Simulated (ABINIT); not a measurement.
## Excitons of BaH2 (P6_3/mmc) on ever denser meshes

Wanted: excitons and ε₂ of BaH2 (P6_3/mmc), with cost.

Method: PBEsol and many-body steps on it, plane waves, in ABINIT 10.8.3.

## (1) Starting point

It takes space group P6_3/mmc (No. 194, hexagonal). The conventional cell has a = 4.462 Å, b = 4.462 Å, c = 6.055 Å, α = 90.00°, β = 90.00°, γ = 120.00°. Nearest to Ba lie 11 H at 2.58 to 3.03 Å. Nearest to H lie 5 Ba at 2.58 to 3.03 Å and 6 H at 2.99 Å. H has 6 Ba at 2.99 Å and 8 H at 2.99 to 3.03 Å nearest. Farther neighbours are not listed.

The cell and positions are those that the Materials Project relaxed with its own functionals (PBE, PBE+U or r2SCAN), kept fixed. Spin-orbit coupling is left out unless a step names it.

## (2) Empty states on the mesh, 3×3×2 mesh, 234 bands

This step: ABINIT 10.8.3; DFT, PBEsol, plane waves, norm-conserving pseudopotentials.

The sums over transitions need many empty states on a uniform mesh; this step solves for them.

run.abi reads:

```
acell 3*1.0 Angstrom
rprim 
  4.462025052349 0.000000000014 0.000000000000
  -2.231012526186 3.864227047650 0.000000000000
  0.000000000000 0.000000000000 6.055292590000
ntypat 2
znucl 56 1
natom 6
typat 1 1 2 2 2 2
xred 
  0.666666666667 0.333333333333 0.750000000000
  0.333333333333 0.666666666667 0.250000000000
  0.333333333333 0.666666666667 0.750000000000
  0.666666666667 0.333333333333 0.250000000000
  0.000000000000 0.000000000000 0.500000000000
  0.000000000000 0.000000000000 0.000000000000
pp_dirpath "pseudos"
pseudos "Ba.upf, H.upf"
ecut 32
ngkpt 3 3 2
nshiftk 1
shiftk 0 0 0
kptopt 1
chksymbreak 0
iscf -2
irdden 1
istwfk *1
nband 234
nbdbuf 20
tolwfr 1e-09
nstep 60
prtvol 0
indata_prefix "in"
outdata_prefix "out"
tmpdata_prefix "tmp"
```

Command:

```sh
> OMP_NUM_THREADS=1 mpirun -n 4 abinit run.abi > log
```

Numbers of over 12 decimals in the logs are rounded to 6 here.

Output:

```text
.Version 10.8.3 of ABINIT. v10.8.2 released Aug 2026.

 Symmetries : space group P6_3/m m c (#194); Bravais hP (primitive hexag.)
[... echo of the input left out ...]
== DATASET  1 ==================================================================
-   mpi_nproc: 4, omp_nthreads: 1 (-1 if OMP is not activated)

--- !DatasetInfo
iteration_state: {dtset: 1, }
dimensions: {natom: 6, nkpt: 6, mband: 234, nsppol: 1, nspinor: 1, nspden: 1, mpw: 6126, }
cutoff_energies: {ecut:  32.0, pawecutdg:  -1.0, }
[...]
3.14903    3.14903    3.15676    3.15676    3.17752    3.17752    3.19466    3.20193
   3.20193    3.21224    3.23366    3.23366    3.26511    3.27346    3.28263    3.31081
   3.31321    3.32007
 prteigrs : prtvol=0 or 1, do not print more k-points.

== END DATASET(S) ==============================================================
================================================================================

 -outvars: echo values of variables after computation  --------
            nband         234
             nkpt           6
          spgroup         194
 [... the other variables as echoed above ...]

 Calculation completed.
```

Elapsed: 2 min, on 4 MPI ranks of Arm Neoverse V1, shared host; peak memory 0.46 GiB; 8 min of CPU time.

Numbers from this step:

```yaml
gap: 1.473 eV
k_of_the_valence_top: 0, 0, 0
k_of_the_conduction_bottom: 0.3333, 0.3333, 0.5
least_direct_gap: 2.725 eV
k_points_computed: 6
lowest_point_of_the_top_converged_band_above_the_valence_top: 80.2126 eV
```

On this mesh the gap is 1.473 eV.

The density comes from a self-consistent run that is not shown.

## (3) Screening, 3×3×2 mesh, 214 bands, screening to 149.7 eV

The RPA dielectric matrix is built and inverted for each q.

This step: RPA screening on PBEsol, plane waves, norm-conserving pseudopotentials.

run.abi, as its differences from that of step 2:

```diff
@@ -24,10 +24,11 @@
 chksymbreak 0
-iscf -2
-irdden 1
 istwfk *1
-nband 234
-nbdbuf 20
-tolwfr 1e-09
-nstep 60
-prtvol 0
+occopt 1
+irdwfk 1
+optdriver 3
+nband 214
+ecuteps 5.5
+inclvkb 2
+awtr 1
+symchi 1
 indata_prefix "in"
```

Output:

```text
.Version 10.8.3 of ABINIT. v10.8.2 released Aug 2026.

 Symmetries : space group P6_3/m m c (#194); Bravais hP (primitive hexag.)
[... echo of the input left out ...]
== DATASET  1 ==================================================================
-   mpi_nproc: 4, omp_nthreads: 1 (-1 if OMP is not activated)

--- !DatasetInfo
iteration_state: {dtset: 1, }
dimensions: {natom: 6, nkpt: 6, mband: 214, nsppol: 1, nspinor: 1, nspden: 1, mpw: 6126, }
cutoff_energies: {ecut:  32.0, pawecutdg:  -1.0, }
[...]
--------------------------------------------------------------------------------
[... chi0 elements left out ...]
 For q-point:  0.000010 0.000020 0.000030
  dielectric constant =   5.8417
  dielectric constant without local fields =   6.5044

  Average fulfillment of the sum rule on Im[epsilon] for q-point    1 :     95.73  [%]
[... wings left out ...]
  q-point number  2        q = ( 0.333333, 0.000000, 0.000000) [r.l.u.]
--------------------------------------------------------------------------------
[... chi0 elements left out ...]
  Average fulfillment of the sum rule on Im[epsilon] for q-point    2 :     99.36  [%]

 [... 4 further q-points ...]
```

The job ended after 60 s (4 MPI ranks; peak memory 2.1 GiB; 4 min of CPU time).

This step gave:

| Property | Result |
| --- | --- |
| ε∞ with local fields, on this mesh, along the program's q direction | 5.842 |
| the same without local fields | 6.504 |
| plasma frequency | 17.80 eV |
| plane waves in the screening matrix | 451 |

Local fields lower ε∞ by 10 %. On a Γ-centred mesh this coarse the value itself is usually too large, while a short band sum pulls it down.

## (4) Self-energy, 3×3×2 mesh, 214 bands, screening to 149.7 eV

The self-energy is evaluated for the states that the input lists, and the levels follow from it, in one-shot runs by the linearised quasiparticle equation.

This step: G0W0 on PBEsol, plane waves, norm-conserving pseudopotentials.

run.abi, as its differences from that of step 3:

```diff
@@ -27,8 +27,17 @@
 irdwfk 1
-optdriver 3
+optdriver 4
 nband 214
+gwcalctyp 0
+ecutsigx 32
+symsigma 1
+nkptgw 2
+kptgw 
+  0.0000000000 0.0000000000 0.0000000000
+  0.3333333333 0.3333333333 0.5000000000
+bdgw 
+  11 14
+  11 14
 ecuteps 5.5
-inclvkb 2
-awtr 1
-symchi 1
+irdscr 1
+ppmodel 1
 indata_prefix "in"
```

Output:

```text
.Version 10.8.3 of ABINIT. v10.8.2 released Aug 2026.

 Symmetries : space group P6_3/m m c (#194); Bravais hP (primitive hexag.)
[... echo of the input left out ...]
== DATASET  1 ==================================================================
-   mpi_nproc: 4, omp_nthreads: 1 (-1 if OMP is not activated)

--- !DatasetInfo
iteration_state: {dtset: 1, }
dimensions: {natom: 6, nkpt: 6, mband: 214, nsppol: 1, nspinor: 1, nspden: 1, mpw: 6126, }
cutoff_energies: {ecut:  32.0, pawecutdg:  -1.0, }
[...]
Band     E0 <VxcDFT>   SigX SigC(E0)      Z dSigC/dE  Sig(E)    E-E0       E
[...]
13   5.605  -8.695  -4.279  -3.710   0.813  -0.229  -8.121   0.574   6.178
       14   5.605  -8.695  -4.279  -3.710   0.813  -0.229  -8.121   0.574   6.178

== END DATASET(S) ==============================================================
================================================================================

 -outvars: echo values of variables after computation  --------
           etotal      0.0000000000E+00
            nband         214
             nkpt           6
          spgroup         194
 [... the other variables as echoed above ...]

 Calculation completed.
```

Wall time 33 s (4 MPI ranks); peak memory 2 GiB; 2.2 min of CPU time.

Numbers from this step:

- G0W0 gap on the points computed: 3.034 eV
- starting gap on the mesh: 1.473 eV
- k of the valence top: 0, 0, 0
- k of the conduction bottom: 0.3333, 0.3333, 0.5
- least direct G0W0 gap on the computed points: 4.337 eV

The gap on the mesh goes from 1.47 eV to 3.03 eV, a correction of +1.56 eV.

The gap opens by 1.561 eV; the next steps shift the empty bands rigidly by 1.561 eV. The least direct G0W0 gap is 4.337 eV, so this shift leaves the direct transitions −0.05 eV off.

## (5) Excitons

Optical absorption needs the electron-hole interaction, solved here in a basis of vertical transitions on the mesh.

This step: Bethe-Salpeter equation on PBEsol with a scissors shift, plane waves, norm-conserving pseudopotentials.

run.abi, as its differences from that of step 4:

```diff
@@ -27,17 +27,17 @@
 irdwfk 1
-optdriver 4
-nband 214
-gwcalctyp 0
-ecutsigx 32
-symsigma 1
-nkptgw 2
-kptgw 
-  0.0000000000 0.0000000000 0.0000000000
-  0.3333333333 0.3333333333 0.5000000000
-bdgw 
-  11 14
-  11 14
-ecuteps 5.5
+optdriver 99
+bs_calctype 1
+mbpt_sciss 1.561 eV
+bs_loband 9
+nband 22
+bs_exchange_term 1
+bs_coulomb_term 11
+bs_coupling 0
+bs_algorithm 1
+bs_freq_mesh 0 10 0.1 eV
+zcut 0.15 eV
+ecuteps 4
+ecutwfn 16
+inclvkb 2
 irdscr 1
-ppmodel 1
 indata_prefix "in"
```

Output:

```text
.Version 10.8.3 of ABINIT. v10.8.2 released Aug 2026.

 Symmetries : space group P6_3/m m c (#194); Bravais hP (primitive hexag.)
[... echo of the input left out ...]
== DATASET  1 ==================================================================
-   mpi_nproc: 4, omp_nthreads: 1 (-1 if OMP is not activated)

--- !DatasetInfo
iteration_state: {dtset: 1, }
dimensions: {natom: 6, nkpt: 6, mband: 22, nsppol: 1, nspinor: 1, nspden: 1, mpw: 2168, }
cutoff_energies: {ecut:  16.0, pawecutdg:  -1.0, }
electrons: {nelect:   2.40000000E+01, charge:   0.00000000E+00, occopt:   1.00000000E+00, tsmear:   1.00000000E-02, }

 Exciton: Calculation of dielectric properties by solving the Bethe-Salpeter equation
 in frequency domain and reciprocal space on a transitions basis set.
 Based on a program developed by L. Reining, V. Olevano, F. Sottile,
 S. Albrecht, and G. Onida. Incorporated in ABINIT by M. Giantomassi.

.Using double precision arithmetic ; gwpc =  8

[... cell and pseudopotentials left out ...]
--------------------------------------------------------------------------------

 ==== K-mesh for the wavefunctions ====
 Number of points in the irreducible wedge :     6
[... list of points left out ...]
 Together with 24 symmetry operations and time-reversal symmetry
 yields    18 points in the full Brillouin Zone.

 ==== Q-mesh for the screening function ====
 Number of points in the irreducible wedge :     6
[... list of points left out ...]
 Together with 24 symmetry operations and time-reversal symmetry
 yields    18 points in the full Brillouin Zone.

 vcoul_init : cutoff-mode = AUXILIARY_FUNCTION
 q-points for optical limit:   1
     1)      0.000010    0.000020    0.000030
 setmesh: FFT mesh size selected  =    20x   20x   32
          total number of points  =        12800

 ==== Fundamental parameters for the solution of the Bethe-Salpeter equation: ====
 Algorithm: Direct diagonalization.
 Dimension of the v, W matrices,  npweps  = 287
 Cutoff for the wavefunctions,    npwwfn  = 2163
 Number of k-points in the IBZ,   nkibz   = 6
 Highest empty band included,     nband   = 22
 === Spin UP ===
 Number of resonant transitions          720
 Lowest occupied state                   9
 Highest occupied state                  12
 Lowest unoccupied state                 13
 Highest unoccupied state                22
 Minimum frequency [eV]           Emin    =   0.00
 Maximum frequency [eV]           Emax    =  10.00
 Frequency step [eV]              dE      =   0.10
 Lorentzian broadening [eV]       eta     =   0.15
 RPA L0 with KS energies and KS wavefunctions
 Scissors operator energy [eV] =          1.56
 Local fields effects (v term) included
 Excitonic effects (W term) included
 Full W_GG' included
 W is read from an external SCR file
 Resonant-only calculation (Hermitian case)

 Calculating epsilon_Macro(q-->0,w), along the following directions:
 q = (  1.162202  0.000000  0.000000) [r.l.u.]
 q = (  0.000000  1.162202  0.000000) [r.l.u.]
 q = (  0.000000  0.000000  1.821185) [r.l.u.]
 q = (  1.341995 -0.670998  0.000000) [r.l.u.]
 q = (  0.000000  1.162202  0.000000) [r.l.u.]
 q = (  0.000000  0.000000  1.821185) [r.l.u.]
 Number of electrons calculated from density =   23.9992; Expected =   24.0000
 average of density, n =  0.034062
 r_s =    1.9137
 omega_plasma =   17.8029 [eV]

. Writing resonant excitonic Hamiltonian on file out_BSR; file size=   0.00 [Gb].
 Direct diagonalization of the resonant excitonic Hamiltonian, Matrix size= 720
. Using LAPACK sequential version.
 Excitonic eigenvalues in eV up to n=   32
   3.74149   3.74202   4.01772   4.04741   4.04849   4.06037   4.06395   4.06578
   4.07172   4.07273   4.07335   4.07495   4.07918   4.07953   4.08024   4.08129
   4.10647   4.10767   4.28436   4.28730   4.29520   4.29810   4.29970   4.30134
   4.30267   4.30397   4.30951   4.30968   4.75426   4.75437   4.81343   4.81347

 First excitonic eigenvalue=    3.74 [eV]
 Last  excitonic eigenvalue=   11.43 [eV]

 GW  direct gap       4.29  0.00 [eV]
 EXC direct gap       3.74  0.00 [eV]
 EXC binding energy   0.55  0.00 [eV]

 Excitonic eigenvalues up to the GW energy gap [eV]
  1 (  3.74  0.00)
  2 (  3.74  0.00)
  3 (  4.02  0.00)
  4 (  4.05  0.00)
  5 (  4.05  0.00)
  6 (  4.06  0.00)
[...]
17 (  4.11  0.00)
 18 (  4.11  0.00)
 19 (  4.28  0.00)

 Macroscopic dielectric function:
 omega [eV] <KS_RPA_nlf>  <GW_RPA_nlf>  <BSE>
   0.0000   5.6553   0.0000   4.3632   0.0000   4.9921   0.0000
   0.1000   5.6586   0.0100   4.3643   0.0033   4.9939   0.0055
   0.2000   5.6685   0.0201   4.3675   0.0065   4.9994   0.0110
   0.3000   5.6852   0.0304   4.3729   0.0098   5.0085   0.0166
   0.4000   5.7088   0.0411   4.3805   0.0132   5.0215   0.0223
   0.5000   5.7397   0.0524   4.3904   0.0166   5.0382   0.0282
   0.6000   5.7781   0.0642   4.4026   0.0201   5.0589   0.0343
   0.7000   5.8246   0.0769   4.4171   0.0236   5.0837   0.0406
   0.8000   5.8798   0.0907   4.4340   0.0273   5.1128   0.0472
   0.9000   5.9445   0.1057   4.4534   0.0312   5.1464   0.0542

 Writing KS-RPA macroscopic dielectric function without local fields to file: out_RPA_NLF_MDF
 Writing GW-RPA macroscopic dielectric function without local fields to file: out_GW_NLF_MDF
 Writing EXC Macroscopic dielectric function to file: out_EXC_MDF

== END DATASET(S) ==============================================================
================================================================================

 -outvars: echo values of variables after computation  --------
           etotal      0.0000000000E+00
            nband          22
             nkpt           6
          spgroup         194
 [... the other variables as echoed above ...]

 Calculation completed.
```

Elapsed: 13 s, on 4 MPI ranks; peak memory 0.41 GiB; 52 s of CPU time.

Numbers from this step:

```yaml
direct_gap_of_the_transition_levels: 4.286 eV
transitions_in_the_window: 720
first_strong_exciton_over_a_fiftieth_of_the_strongest_listed: 3.741 eV
lowest_state: 3.741 eV
binding_of_the_lowest_state_below_the_direct_gap: 0.5448 eV
coulomb_term_of_one_mesh_cell: 0.5673 eV
```

The binding is 0.96 times the screened Coulomb term of one mesh cell (0.57 eV), so it is not shown settled.

The lowest state lies at 3.741 eV, 0.545 eV under the direct gap.

Lines within 3 meV are set at the lowest of them, and the highest group, which the list may cut short, is left out. Exciton lines, with heights relative to the strongest:

```csv
position (eV),lines merged,"oscillator strength, relative"
3.741,2,100
4.018,1,28
4.047,2,0.0
4.060,1,0.0
4.064,2,17
4.072,4,0.0
```

The ε₂ has structure finer than the step of the table below, so its rows give means over 0.5 eV, whole bins alone (the curve runs from 0 to 10 eV). Peaks (eV: height): BSE 3.80: 13.8, 5.10: 10.0, 6.00: 8.84, 7.10: 6.75; no electron-hole interaction 4.60: 13.0, 5.60: 7.44, 6.50: 10.2, 7.70: 7.37; Kohn-Sham, no shift 3.00: 12.6, 4.10: 7.51, 5.00: 10.5, 6.10: 7.61.

Mean over the three Cartesian directions of q; broadening 0.15 eV; transition window only. Limits: finite bands, cutoff and mesh; no spin-orbit coupling; coarse k mesh; exciton not shown settled in the k mesh. The ε₂ by photon energy; means over each step:

```csv
photon energy (eV),BSE,no electron-hole interaction,"Kohn-Sham, no shift"
0.5,0.0284,0.0167,0.0532
1.0,0.0621,0.0355,0.125
1.5,0.109,0.0593,0.259
2.0,0.188,0.0934,0.655
2.5,0.355,0.150,3.98
3.0,0.899,0.263,10.1
3.5,6.06,0.591,3.71
4.0,11.5,3.14,5.14
4.5,4.70,10.1,5.14
5.0,7.01,4.44,7.77
5.5,4.98,4.81,2.66
6.0,6.85,5.00,5.67
6.5,2.54,8.01,5.80
7.0,5.28,2.88,3.89
7.5,4.55,5.23,2.53
8.0,2.43,6.07,1.08
8.5,1.67,4.08,1.54
9.0,0.777,2.68,0.964
9.5,1.17,1.15,1.52
```

## (6) Triplet (no exchange term)

run.abi, as its differences from that of step 5:

```diff
@@ -31,4 +31,4 @@
 bs_loband 9
-nband 22
-bs_exchange_term 1
+nband 18
+bs_exchange_term 0
 bs_coulomb_term 11
@@ -36,3 +36,3 @@
 bs_algorithm 1
-bs_freq_mesh 0 10 0.1 eV
+bs_freq_mesh 0 8 0.05 eV
 zcut 0.15 eV
```

Output:

```text
.Version 10.8.3 of ABINIT. v10.8.2 released Aug 2026.

 Symmetries : space group P6_3/m m c (#194); Bravais hP (primitive hexag.)
[... echo of the input left out ...]
== DATASET  1 ==================================================================
-   mpi_nproc: 4, omp_nthreads: 1 (-1 if OMP is not activated)

--- !DatasetInfo
iteration_state: {dtset: 1, }
dimensions: {natom: 6, nkpt: 6, mband: 18, nsppol: 1, nspinor: 1, nspden: 1, mpw: 2168, }
cutoff_energies: {ecut:  16.0, pawecutdg:  -1.0, }
electrons: {nelect:   2.40000000E+01, charge:   0.00000000E+00, occopt:   1.00000000E+00, tsmear:   1.00000000E-02, }

 Exciton: Calculation of dielectric properties by solving the Bethe-Salpeter equation
 in frequency domain and reciprocal space on a transitions basis set.
 Based on a program developed by L. Reining, V. Olevano, F. Sottile,
 S. Albrecht, and G. Onida. Incorporated in ABINIT by M. Giantomassi.

.Using double precision arithmetic ; gwpc =  8

[... cell and pseudopotentials left out ...]
--------------------------------------------------------------------------------

 ==== K-mesh for the wavefunctions ====
 Number of points in the irreducible wedge :     6
[... list of points left out ...]
 Together with 24 symmetry operations and time-reversal symmetry
 yields    18 points in the full Brillouin Zone.

 ==== Q-mesh for the screening function ====
 Number of points in the irreducible wedge :     6
[... list of points left out ...]
 Together with 24 symmetry operations and time-reversal symmetry
 yields    18 points in the full Brillouin Zone.

 vcoul_init : cutoff-mode = AUXILIARY_FUNCTION
 q-points for optical limit:   1
     1)      0.000010    0.000020    0.000030
 setmesh: FFT mesh size selected  =    20x   20x   32
[...]
average of density, n =  0.034062
 r_s =    1.9137
 omega_plasma =   17.8029 [eV]

. Writing resonant excitonic Hamiltonian on file out_BSR; file size=   0.00 [Gb].
 Direct diagonalization of the resonant excitonic Hamiltonian, Matrix size= 432
. Using LAPACK sequential version.
 Excitonic eigenvalues in eV up to n=   32
   3.69159   3.69279   3.84700   3.85032   3.98966   3.99202   4.01472   4.01697
   4.04827   4.04906   4.06887   4.07132   4.07292   4.07454   4.07865   4.07893
   4.08003   4.08085   4.20875   4.21334   4.21528   4.21986   4.29219   4.29560
   4.29576   4.29875   4.31004   4.31034   4.75368   4.75371   4.79636   4.79644

 First excitonic eigenvalue=    3.69 [eV]
 Last  excitonic eigenvalue=    9.30 [eV]

 GW  direct gap       4.29  0.00 [eV]
 EXC direct gap       3.69  0.00 [eV]
 EXC binding energy   0.59  0.00 [eV]

 Excitonic eigenvalues up to the GW energy gap [eV]
  1 (  3.69  0.00)
  2 (  3.69  0.00)
  3 (  3.85  0.00)
[...]
21 (  4.22  0.00)
 22 (  4.22  0.00)

 Macroscopic dielectric function:
 omega [eV] <KS_RPA_nlf>  <GW_RPA_nlf>  <BSE>
   0.0000   5.3509   0.0000   4.1091   0.0000   4.8743   0.0000
   0.0500   5.3517   0.0049   4.1093   0.0016   4.8748   0.0031
   0.1000   5.3541   0.0098   4.1101   0.0032   4.8763   0.0062
[...]
0.4000   5.4036   0.0405   4.1260   0.0128   4.9072   0.0251
   0.4500   5.4179   0.0460   4.1305   0.0145   4.9161   0.0284

 Writing KS-RPA macroscopic dielectric function without local fields to file: out_RPA_NLF_MDF
 Writing GW-RPA macroscopic dielectric function without local fields to file: out_GW_NLF_MDF
 Writing EXC Macroscopic dielectric function to file: out_EXC_MDF

== END DATASET(S) ==============================================================
================================================================================

 -outvars: echo values of variables after computation  --------
           etotal      0.0000000000E+00
            nband          18
             nkpt           6
          spgroup         194
 [... the other variables as echoed above ...]

 Calculation completed.
```

Elapsed: 6.5 s, on 4 MPI ranks; peak memory 0.38 GiB; 26 s of CPU time.

The lowest triplet lies at 3.692 eV; without spin-orbit coupling triplets are dark, so no spectrum is read.

(Part 1 of 3 ends here.)

[Paths, hosts, dates, memory and timing lines, banners, echoed tables and standing remarks are left out of the program output.]

[Logs are printed without paths, hosts, clocks, repeated set-up lines and the standing remarks that a program may print on its own settings, such as how far it seeks lower states.]

[Runs of the session that timed out or met a known fault of the program may be left out.]

[Hosts, paths, dates, database ids (printed as entryN), source tags and the programs' standing remarks are cut or masked in the printed files.]

[G0W0 gaps are taken among the corrected bands and points alone; a level outside them can change the order at an edge.]

[Where Ansatz stands beside ABINIT at settings called matched, ABINIT's density can come from a denser mesh and the files from another edition; pairs whose starting gaps differed by over 0.03 eV were left out, so agreement reads better than it is.]
